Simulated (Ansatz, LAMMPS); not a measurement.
**Electronic structure of glassy 40SiO2-28Al2O3-16Li2O-16SrO (mol %) (85 atoms)**

Aim: energy, forces, charges and density of states of glassy 40SiO2-28Al2O3-16Li2O-16SrO (mol %) (85 atoms) at a fixed geometry.

Method: Kohn-Sham DFT, PBEsol, PAW (set soft_2), plane waves, in Ansatz 0.2.0.

## Step 1: The starting structure

The cell holds 85 atoms: 10 Si, 14 Al, 8 Li, 4 Sr and 49 O. Cell: a = 10.514 Å, b = 10.514 Å, c = 10.514 Å, α = 90.0°, β = 90.0°, γ = 90.0°. 85 atoms (10 Si, 14 Al, 8 Li, 4 Sr, 49 O) placed at random at 2.64 g/cm³, melted at 4000 K for 10 ps at fixed volume with the Morse and Coulomb pair potential with partial charges (Pedone, Malavasi, Menziani, Cormack and Segre, J. Phys. Chem. B 110, 11780 (2006)). Quenched from 4000 K to 300 K at 6 K/ps and fixed volume, held 5 ps, then minimised at fixed cell.

Limits known from the start: The quench rate of 6 K/ps far exceeds what a furnace or splat quench reaches, so expect more defects and frozen-in strain than in a real sample. The starting topology of bonds comes from the classical model, and needn't be the one that DFT or experiment would give. Sampling is at Γ alone, for a cell whose shortest periodic width is 11 Å.

## Step 2: How the cell was made

A classical potential makes the cell, at a small fraction of what the same run would cost in DFT.

This step: classical MD, Morse and Coulomb pair potential with partial charges (Pedone, Malavasi, Menziani, Cormack and Segre, J. Phys. Chem. B 110, 11780 (2006)) (LAMMPS 22 Jul 2025 - Update 4).

in.lmp reads:

```
# melt-quench of Si10Al14Li8Sr4O49
units metal
atom_style charge
boundary p p p
region box block 0 10.5141 0 10.5141 0 10.5141
create_box 5 box
mass 1 28.0850   # Si
mass 2 26.9815   # Al
mass 3 6.9400   # Li
mass 4 87.6200   # Sr
mass 5 15.9990   # O
create_atoms 1 random 10 433863 NULL overlap 1.5 maxtry 2000
create_atoms 2 random 14 433870 NULL overlap 1.5 maxtry 2000
create_atoms 3 random 8 433877 NULL overlap 1.5 maxtry 2000
create_atoms 4 random 4 433884 NULL overlap 1.5 maxtry 2000
create_atoms 5 random 49 433891 NULL overlap 1.5 maxtry 2000
pair_style hybrid/overlay pedone 5.5 coul/long 8.0
pair_coeff * * coul/long
pair_coeff 1 5 pedone 0.340554 2.006700 2.100000 1   # Si-O
pair_coeff 2 5 pedone 0.361581 1.900442 2.164818 0.9   # Al-O
pair_coeff 3 5 pedone 0.001114 3.429506 2.681360 1   # Li-O
pair_coeff 4 5 pedone 0.019623 1.886000 3.328330 3   # Sr-O
pair_coeff 5 5 pedone 0.042395 1.379316 3.618701 22   # O-O
set type 1 charge 2.4
set type 2 charge 1.8
set type 3 charge 0.6
set type 4 charge 1.2
set type 5 charge -1.2
kspace_style pppm 1.0e-4
neigh_modify delay 0 every 1 check yes
thermo_style custom step time temp pe press density
thermo_modify norm yes
timestep 0.002
thermo 100
# [... 18 lines left out ...]
thermo 1250
fix md all nvt temp 300 300 0.2
run 2500 post no
unfix md
thermo 100
min_style cg
minimize 0 1e-3 2000 20000
write_dump all custom glass.dump id type xs ys zs modify sort id
```

Launch:

```console
$ lmp -in in.lmp -log none -nocite
```

Numbers of over 12 decimals in the logs are rounded to 6 here.

What it wrote:

```text
LAMMPS (22 Jul 2025 - Update 4)
Created orthogonal box = (0 0 0) to (10.5141 10.5141 10.5141)
Created 10 atoms
Created 14 atoms
Created 8 atoms
Created 4 atoms
Created 49 atoms
PPPM initialization ...
  G vector (1/distance) = 0.38570442
  grid = 12 12 12
  estimated relative force accuracy = 4.2439955e-05
   Step          Time           Temp          PotEng         Press         Density
         0   0              0             -3.8012128      494021.87      2.6409615
        69   0.138          0             -12.837757     -38425.226      2.6409615
Loop time of 0.0647066 s on 1 MPI rank(s) for 69 steps with 85 atoms
Minimization stats:
  Stopping criterion = energy tolerance
  Energy initial, next-to-last, final =
     -3.80121282414784  -12.8366061856811  -12.8377571083649
  Force two-norm initial, final = 240.37356 2.0394043
  Iterations, force evaluations = 69 82
   Step          Time           Temp          PotEng         Press         Density
[... 12 lines left out ...]
[... 1 line left out ...]
Loop time of 3.37039 s on 1 MPI rank(s) for 5000 steps with 85 atoms
   Step          Time           Temp          PotEng         Press         Density
[... 12 lines left out ...]
Loop time of 211.841 s on 1 MPI rank(s) for 308333 steps with 85 atoms
   Step          Time           Temp          PotEng         Press         Density
[... 2 lines left out ...]
    316250   632.5          284.29649     -13.020773     -41913.943      2.6409615
    316833   633.666        344.85538     -13.031174     -25042.752      2.6409615
Loop time of 1.55538 s on 1 MPI rank(s) for 2500 steps with 85 atoms
   Step          Time           Temp          PotEng         Press         Density
    316833   633.666        344.85538     -13.031174     -25042.752      2.6409615
    316844   633.688        344.85538     -13.06472      -30456.173      2.6409615
Loop time of 0.0433317 s on 1 MPI rank(s) for 11 steps with 85 atoms
Minimization stats:
  Stopping criterion = linesearch alpha is zero
  Energy initial, next-to-last, final =
     -13.0311737716451   -13.064719765428   -13.064719765428
  Force two-norm initial, final = 11.276974 0.66719824
  Iterations, force evaluations = 11 57
```

Elapsed: 3.6 min, on 1 thread of Arm Neoverse N1, shared host; peak memory 0.07 GiB.

## Step 3: Plane-wave single point

One self-consistent run at the given positions yields energy and forces.

input.yaml reads:

```yaml
crystal:
  lattice:
    - [10.5141, 0.0, 0.0]
    - [0.0, 10.5141, 0.0]
    - [0.0, 0.0, 10.5141]
  atoms:
    - { symbol: Si, position: [0.01023, 0.16602, 0.01133] }
    - { symbol: Si, position: [0.44158, 0.60963, 0.26874] }
    - { symbol: Si, position: [0.37954, 0.04164, 0.67663] }
    - { symbol: Si, position: [0.52698, 0.43947, 0.50261] }
    - { symbol: Si, position: [0.19658, 0.56935, 0.80602] }
    - { symbol: Si, position: [0.83696, 0.83209, 0.20058] }
    - { symbol: Si, position: [0.96303, 0.88795, 0.94376] }
    - { symbol: Si, position: [0.62581, 0.00223, 0.4949] }
    - { symbol: Si, position: [0.09431, 0.67671, 0.54757] }
    - { symbol: Si, position: [0.18046, 0.46265, 0.18476] }
    - { symbol: Al, position: [0.05745, 0.38773, 0.43808] }
    - { symbol: Al, position: [0.94737, 0.08723, 0.2891] }
    - { symbol: Al, position: [0.76875, 0.25943, 0.41342] }
    - { symbol: Al, position: [0.2835, 0.32005, 0.64709] }
    - { symbol: Al, position: [0.42613, 0.92236, 0.26913] }
    - { symbol: Al, position: [0.26082, 0.30243, 0.92297] }
    - { symbol: Al, position: [0.58039, 0.26107, 0.95106] }
    - { symbol: Al, position: [0.18302, 0.95361, 0.44618] }
    - { symbol: Al, position: [0.65333, 0.52411, 0.05168] }
    - { symbol: Al, position: [0.65481, 0.48286, 0.77164] }
    - { symbol: Al, position: [0.02538, 0.17072, 0.55253] }
    - { symbol: Al, position: [0.80661, 0.31776, 0.1486] }
    - { symbol: Al, position: [0.90616, 0.57069, 0.19006] }
    - { symbol: Al, position: [0.91448, 0.66144, 0.78026] }
    - { symbol: Li, position: [0.26928, 0.82216, 0.82821] }
    - { symbol: Li, position: [0.89207, 0.9003, 0.61059] }
    - { symbol: Li, position: [0.19766, 0.15064, 0.26618] }
    - { symbol: Li, position: [0.61123, 0.01058, 0.12011] }
    - { symbol: Li, position: [0.41608, 0.5429, 0.98388] }
    - { symbol: Li, position: [0.9148, 0.45959, 0.92044] }
    - { symbol: Li, position: [0.42789, 0.05914, 0.96061] }
    - { symbol: Li, position: [0.11689, 0.04549, 0.7926] }
    - { symbol: Sr, position: [0.75556, 0.10982, 0.75801] }
    - { symbol: Sr, position: [0.56697, 0.82638, 0.93487] }
    - { symbol: Sr, position: [0.75376, 0.65563, 0.49707] }
    - { symbol: Sr, position: [0.2105, 0.79433, 0.11625] }
    - { symbol: O, position: [0.13277, 0.79628, 0.46467] }
    - { symbol: O, position: [0.41152, 0.75586, 0.28379] }
    - { symbol: O, position: [0.26631, 0.99389, 0.58277] }
    - { symbol: O, position: [0.66147, 0.3533, 0.07442] }
    - { symbol: O, position: [0.13838, 0.36344, 0.29596] }
    - { symbol: O, position: [0.96479, 0.71515, 0.62631] }
    - { symbol: O, position: [0.92385, 0.28809, 0.47638] }
    - { symbol: O, position: [0.91659, 0.28567, 0.02507] }
    - { symbol: O, position: [0.24423, 0.41974, 0.7871] }
    - { symbol: O, position: [0.64926, 0.32383, 0.81272] }
    - { symbol: O, position: [0.58728, 0.51074, 0.62384] }
    - { symbol: O, position: [0.87697, 0.94404, 0.29067] }
    - { symbol: O, position: [0.40136, 0.36956, 0.54749] }
    - { symbol: O, position: [0.04823, 0.57804, 0.84313] }
    - { symbol: O, position: [0.04352, 0.12123, 0.15474] }
    - { symbol: O, position: [0.51452, 0.04355, 0.60099] }
    - { symbol: O, position: [0.13212, 0.19108, 0.9243] }
    - { symbol: O, position: [0.81263, 0.55886, 0.05227] }
    - { symbol: O, position: [0.33043, 0.18098, 0.71936] }
    - { symbol: O, position: [0.70324, 0.88477, 0.55186] }
    - { symbol: O, position: [0.72588, 0.11908, 0.4936] }
    - { symbol: O, position: [0.58549, 0.55617, 0.90496] }
    - { symbol: O, position: [0.05952, 0.07867, 0.41801] }
    - { symbol: O, position: [0.81638, 0.19316, 0.25999] }
    - { symbol: O, position: [0.93274, 0.04154, 0.95275] }
    - { symbol: O, position: [0.49366, 0.54778, 0.39713] }
    - { symbol: O, position: [0.3082, 0.5405, 0.22545] }
    - { symbol: O, position: [0.87474, 0.80544, 0.85374] }
    - { symbol: O, position: [0.6404, 0.35651, 0.44033] }
    - { symbol: O, position: [0.41758, 0.27696, 0.95742] }
    - { symbol: O, position: [0.39605, 0.95291, 0.79741] }
    - { symbol: O, position: [0.14151, 0.29371, 0.56513] }
    - { symbol: O, position: [0.61898, 0.10365, 0.95719] }
    - { symbol: O, position: [0.06216, 0.54574, 0.47507] }
    - { symbol: O, position: [0.27477, 0.97933, 0.31485] }
    - { symbol: O, position: [0.54168, 0.58378, 0.15546] }
    - { symbol: O, position: [0.10591, 0.88121, 0.89766] }
    - { symbol: O, position: [0.71171, 0.85237, 0.12566] }
    - { symbol: O, position: [0.06809, 0.56558, 0.17008] }
    - { symbol: O, position: [0.19513, 0.63718, 0.66313] }
    - { symbol: O, position: [0.5519, 0.97752, 0.3647] }
    - { symbol: O, position: [0.28354, 0.64334, 0.90225] }
    - { symbol: O, position: [0.84659, 0.69892, 0.27333] }
    - { symbol: O, position: [0.80601, 0.5454, 0.75911] }
    - { symbol: O, position: [0.97771, 0.07349, 0.6666] }
    - { symbol: O, position: [0.43017, 0.94513, 0.10743] }
    - { symbol: O, position: [0.95291, 0.83259, 0.08805] }
    - { symbol: O, position: [0.20748, 0.3954, 0.05287] }
    - { symbol: O, position: [0.8563, 0.43074, 0.25808] }
kpoints:
  mp_grid: { grid: [1, 1, 1] }
hamiltonian:
  xc: pbesol
scf:
  occupations: { method: fixed }
output:
  forces: true
  stress: true
  populations: true
  dos:
    method: { smearing: { sigma: 0.08 } }
    de: 0.1
    projected: { site_lists: { Al: [Al], Li: [Li], O: [O], Si: [Si], Sr: [Sr] } }
  eigenvalues: true
  write_density: true
  write_potential: true
  volumetric_format: npy
```

Launch:

```console
$ ansatz run input.yaml --threads 8 --pin off --max-ram 15872MiB --backend cpu --events-out ev --progress --plain --runs-dir out
```

What it wrote:

```text
Engine: ansatz 0.2.0, aarch64-unknown-linux-gnu
Pseudopotentials: kind: paw
Pseudopotential: Si, paw, valence charge 4, recommended cutoff 420 eV (normal), Si.paw.azcp
Pseudopotential: Al, paw, valence charge 3, recommended cutoff 420 eV (normal), Al.paw.azcp
Pseudopotential: Li, paw, valence charge 3, recommended cutoff 420 eV (normal), Li.paw.azcp
Pseudopotential: Sr, paw, valence charge 10, recommended cutoff 420 eV (normal), Sr.paw.azcp
Pseudopotential: O, paw, valence charge 6, recommended cutoff 420 eV (normal), O.paw.azcp
[... 3 lines on functional and potentials left out ...]
Crystal: 85 atoms, lattice volume = 1162.295 Å³
Basis set: ecut = 420 eV, 22743 PW (Γ), exchange–correlation on 144×144×144 points (8 copies of the dense FFT grid, shifted against one another)
Bands: 305, of which v1, the nominal top of the filled ones, is band 220 counted from 1 (219 counted from 0)
Symmetry: 1 space group operations
Space group: P1 (ITA 1), of the structure as read, at distance tolerance 1.1e-4 Å
k-points: 1
[... 15 lines on functional and potentials left out ...]
Initial density: superposition of atomic densities (neutral atoms: chi_scale 0, normalization atom), corrected by the library's trained network
Initial wavefunctions: pseudopotential atomic-orbital guess
Functional: x = pbesol(κ = 0.804, μ = 0.123457), c = pbesol(β = 0.046)
SCF iter   1: F=—  HF=-56742.839939 eV  |F-HF|=—  |Δ(HF+E_count)|=         —  Δρ=1.10e-2  dr2=1.15e0  ethr=1.77e-3  ⟨swp⟩=5.0  Hψ=1182  notcnv=0  defer=82
preconditioner: auto → Resta (q_TF=auto, 2.320 Å⁻¹)  ε∞=3.2  [insulator: Δε(μ)=3.455 eV  Ē_g=15.142 eV  n_scr=250 (ndim 8)  ℏωp=22.2 eV  f_vac=0.130  ε∞_Penn≈3.2]
SCF iter   2: F=—  HF=-56742.527982 eV  |F-HF|=—  |Δ(HF+E_count)|=   3.12e-1  Δρ=2.13e-3  dr2=2.93e-2  ethr=2.60e-4  ⟨swp⟩=2.0  Hψ=500  notcnv=0  defer=83
SCF iter   3: F=—  HF=-56742.525837 eV  |F-HF|=—  |Δ(HF+E_count)|=   2.15e-3  Δρ=8.05e-4  dr2=8.09e-3  ethr=6.67e-6  ⟨swp⟩=3.0  Hψ=398  notcnv=0  defer=83
SCF iter   4: F=—  HF=-56742.527002 eV  |F-HF|=—  |Δ(HF+E_count)|=   1.17e-3  Δρ=5.32e-4  dr2=2.93e-3  ethr=1.84e-6  ⟨swp⟩=3.0  Hψ=444  notcnv=0  defer=83
SCF iter   5: F=—  HF=-56742.526619 eV  |F-HF|=—  |Δ(HF+E_count)|=   3.83e-4  Δρ=9.16e-5  dr2=1.57e-4  ethr=6.66e-7  ⟨swp⟩=2.0  Hψ=393  notcnv=0  defer=83
SCF iter   6: F=—  HF=-56742.526671 eV  |F-HF|=—  |Δ(HF+E_count)|=   5.21e-5  Δρ=6.65e-5  dr2=4.56e-5  ethr=3.56e-8  ⟨swp⟩=2.0  Hψ=432  notcnv=0  defer=83
SCF iter   7: F=—  HF=-56742.528371 eV  |F-HF|=—  |Δ(HF+E_count)|=   1.70e-3  Δρ=1.81e-5  dr2=4.37e-6  ethr=1.04e-8  ⟨swp⟩=2.0  Hψ=523  notcnv=0  defer=83
SCF iter   8: F=—  HF=-56742.528375 eV  |F-HF|=—  |Δ(HF+E_count)|=   3.84e-6  Δρ=7.02e-6  dr2=7.00e-7  ethr=9.93e-10  ⟨swp⟩=2.0  Hψ=395  notcnv=0  defer=83
SCF iter   9: F=—  HF=-56742.528376 eV  |F-HF|=—  |Δ(HF+E_count)|=   7.40e-7  Δρ=4.63e-6  dr2=2.14e-7  ethr=1.59e-10  ⟨swp⟩=2.0  Hψ=431  notcnv=0  defer=83
SCF iter  10: F=-56742.528376 eV  HF=-56742.528376 eV  |F-HF|=3.78e-8  |Δ(HF+E_count)|=   6.83e-8  Δρ=1.16e-6  dr2=2.22e-8  ethr=2.27e-11  ⟨swp⟩=24.0  Hψ=3311  notcnv=0
SCF 1 converged in 10 iterations: F = -56742.528376 eV  dr2 = 2.22e-8
  greatest PAW one-centre occupation: 1.000 electrons in one spin orbital (limit 2), on the Li atom at site 27 (counted from 0), in its partial waves of l = 0
WARN: The input density's exchange-correlation potential varies sharply where the density is thin. Do not read a vacuum level from v_tot or v_xc, or from such a field of the output density. On a cell that repeats whose density bears no net charge and no dipole along the vacuum's axis use v_es (v_loc + v_h of the components); [...]
SCF converged after 10 iterations
Free energy (F): -56742.528376 eV
Harris-Foulkes:  -56742.528376 eV  (|F-HF|=3.78e-8)
Internal energy: -56742.528376 eV  (E = F + TS)
E sigma→0 (E₀):  -56742.528376 eV
Fermi energy:    3.171276 eV
--- Per-component energies (eV) ---
  E_band       = -2527.379696
  E_kinetic    = 10662.123093
  E_local      = -29144.840721  (includes V_loc(G=0)·N_el)
  E_nonlocal   = 3308.617544
  E_hartree    = 10523.554847
  E_xc         = -5481.642559
  E_vxc        = -6266.707453  (∫ρ·V_xc dr)
  E_paw        = -29598.937554  (= ΣΔE_a)
  E_vpaw       = -2133.805267  (= ΣTr[D̂ρ^β])
  E_aug_tail   = 0.124312  (compensation charges beyond the density's cutoff)
  E_ewald      = -17014.377388
  E_core_change = 2.850050  (= ΣΔE_core)
  E_smearing   = -0.000000  (= −TS)
  E_closure    = -0.000000  (closes the sum)
  Σ components = -56742.528376   (vs F -56742.528376, Δ=0.00e0)
--- Forces (eV/Å), atoms counted from 1 ---
  atom   1  Si    -0.43473769    -0.59756218     1.07696206
  atom   2  Si    -0.25236311    -0.80840796    -0.54904255
  atom   3  Si    -0.02625975    -0.15099270    -1.60072348
  atom   4  Si     0.18903639    -0.72659000     0.01429144
  atom   5  Si    -1.47732043     0.48969810    -1.54718061
  atom   6  Si     0.72026760     0.44711700    -1.49572992
  atom   7  Si     0.76768283     0.43447425     1.26753591
  atom   8  Si    -0.97501811     0.19536225     0.22983011
  atom   9  Si     0.13280883    -1.06676326     1.44325460
  atom  10  Si    -0.41702852    -0.25406690     0.39634305
  atom  11  Al     0.35758611     0.35725672     0.02100808
  atom  12  Al    -0.36878761     0.27696625    -1.07365274
  atom  13  Al    -0.29730070    -0.07679483    -0.33413761
  atom  14  Al     0.36386279     0.31923743    -0.47195854
[...]
atom  84  O      0.36783648    -0.38106592    -0.90481907
  atom  85  O     -0.11769151    -0.23442535     1.38340806
  max |Σ_I F_I| component: 1.11e-4 eV/Å
--- Stress (GPa, compression-positive) ---
        0.035247       0.436282      -0.475184
        0.436286       1.231742       0.335857
       -0.475192       0.335855       0.740596
  P = ⅓ Tr σ = 0.6692 GPa (6.692 kbar)
--- Band table (eV) ---
  k-point 0: bands = ["-40.3467", "-40.1942", "-40.0928", "-39.7366", [... 289 levels ...], "12.9782", "13.0582", "13.1366", "13.1706", "13.2239", "13.2602", "13.2856", "13.3162", "13.3618", "13.4005", "13.4305", "13.4664"]
--- Löwdin populations: 85 sites ---
  site symbol       q [e]
     0     Si      2.3107
     1     Si      2.2994
     2     Si      2.3428
[...]
84      O      6.8764
  spilling = 0.011565 (of n_electrons = 440.000000)
```

Run time: 38 s. Hardware: 8 threads of Arm Neoverse N1, shared host; peak memory 1.4 GiB; 1.9 min of CPU time.

The program notes that the exchange-correlation potential is rough where the density is thin.

Numbers from this run:

```yaml
free_energy: -56742.5284 eV
free_energy_per_atom: -667.5592 eV/atom
scf_cycles: 10
pressure: 0.6692 GPa
r_m_s_force_component: 0.7337 eV/Å
longest_force: 3.249 eV/Å
fermi_energy: 3.171 eV
spacing_of_highest_filled_and_lowest_empty_level: 3.628 eV
spilling_of_the_projection: 0.01157
```

Neighbours are counted within 2.27 Å (O-Al), 2.08 Å (O-Si), 2.48 Å (O-Li), 3.27 Å (O-Sr).

Length of the force by element and coordination:

```tsv
element	coordination	atoms	mean length of the force (eV/Å)	spread	least	most
Al	all	14	0.894	0.305	0.454	1.57
Li	all	8	0.382	0.160	0.173	0.651
Li	3	5	0.440	0.167	0.237	0.651
Li	4	3	0.283	0.0833	0.173	0.374
O	all	49	1.30	0.611	0.287	3.25
O	2	12	1.08	0.495	0.335	2.22
O	3	25	1.19	0.558	0.287	3.25
O	4	10	1.75	0.650	0.379	2.52
O	5	2	1.73	0.0882	1.64	1.81
Si	all	10	1.36	0.475	0.629	2.19
Sr	all	4	0.628	0.240	0.219	0.827
Sr	5	1	0.827	0	0.827	0.827
Sr	6	1	0.219	0	0.219	0.219
Sr	7	1	0.763	0	0.763	0.763
Sr	8	1	0.703	0	0.703	0.703
```

Löwdin charges by element and coordination (they lack the spilled electrons, 0.060 e an atom on average):

```tsv
element	coordination	atoms	mean charge (e)	spread	least	most
Al	all	14	1.28	0.052	1.20	1.38
Li	all	8	0.803	0.03	0.768	0.853
Li	3	5	0.790	0.0184	0.768	0.816
Li	4	3	0.825	0.033	0.778	0.853
O	all	49	-0.887	0.0787	-1.11	-0.791
O	2	12	-0.835	0.0187	-0.876	-0.798
O	3	25	-0.860	0.0443	-0.990	-0.791
O	4	10	-0.972	0.0545	-1.06	-0.866
O	5	2	-1.11	0.0023	-1.11	-1.10
Si	all	10	1.68	0.0226	1.64	1.71
Sr	all	4	1.84	0.0119	1.82	1.85
Sr	5	1	1.82	0	1.82	1.82
Sr	6	1	1.85	0	1.85	1.85
Sr	7	1	1.84	0	1.84	1.84
Sr	8	1	1.85	0	1.85	1.85
```

Density of states as counts of states in windows of 1 eV (from the Fermi level), total and the larger projections:

```tsv
from (eV)	to (eV)	total	O p	O s	Sr p
-18	-17	39.6	0.3	30.7	0.3
-17	-16	26.6	0.2	18.6	3.3
-16	-15	25.4	0.3	6.3	17.7
-15	-14	3.1	0.0	0.8	2.1
-14	-9	0.0	0.0	0.0	0.0
-9	-8	5.4	3.6	0.3	0.0
-8	-7	8.6	5.9	0.5	0.0
-7	-6	13.5	10.1	0.4	0.0
-6	-5	25.4	19.6	0.5	0.0
-5	-4	33.3	26.6	1.0	0.0
-4	-3	43.0	36.2	1.0	0.1
-3	-2	57.7	52.4	0.7	0.1
-2	-1	63.3	59.6	0.4	0.1
-1	0	43.1	41.4	0.1	0.0
0	1	0.6	0.6	0.0	0.0
1	3	0.0	0.0	0.0	0.0
3	4	2.0	0.0	0.4	0.0
4	5	3.9	0.3	0.3	0.0
```

The curve was stored every 0.100 eV, coarse against its broadening of 0.08 eV, so these counts are rough.

With fixed occupations the program's Fermi level is the highest filled level; weight inside the gap is the broadening of levels at its edges.

Between -26 and -18 eV lie 27 more states.

The stored curve holds about 416 of the 440 electrons; the rest, give or take the few that broadening carries across the Fermi level, lie in deeper levels below its range.

The levels nearest the highest filled one (over half full), pooled over k-points and spins:

```tsv
level less the highest filled one (eV)	occupation
-0.276	2
-0.254	2
-0.234	2
-0.186	2
-0.0962	2
0	2
3.63	0
4.70	0
4.92	0
5.34	0
5.53	0
5.58	0
```

(Part 1 of 2 ends here.)

[Logs are printed without paths, hosts, clocks, repeated set-up lines and the standing remarks that a program may print on its own settings, such as how far it seeks lower states.]

[Hosts, paths, dates, database ids (printed as entryN), source tags and the programs' standing remarks are cut or masked in the printed files.]
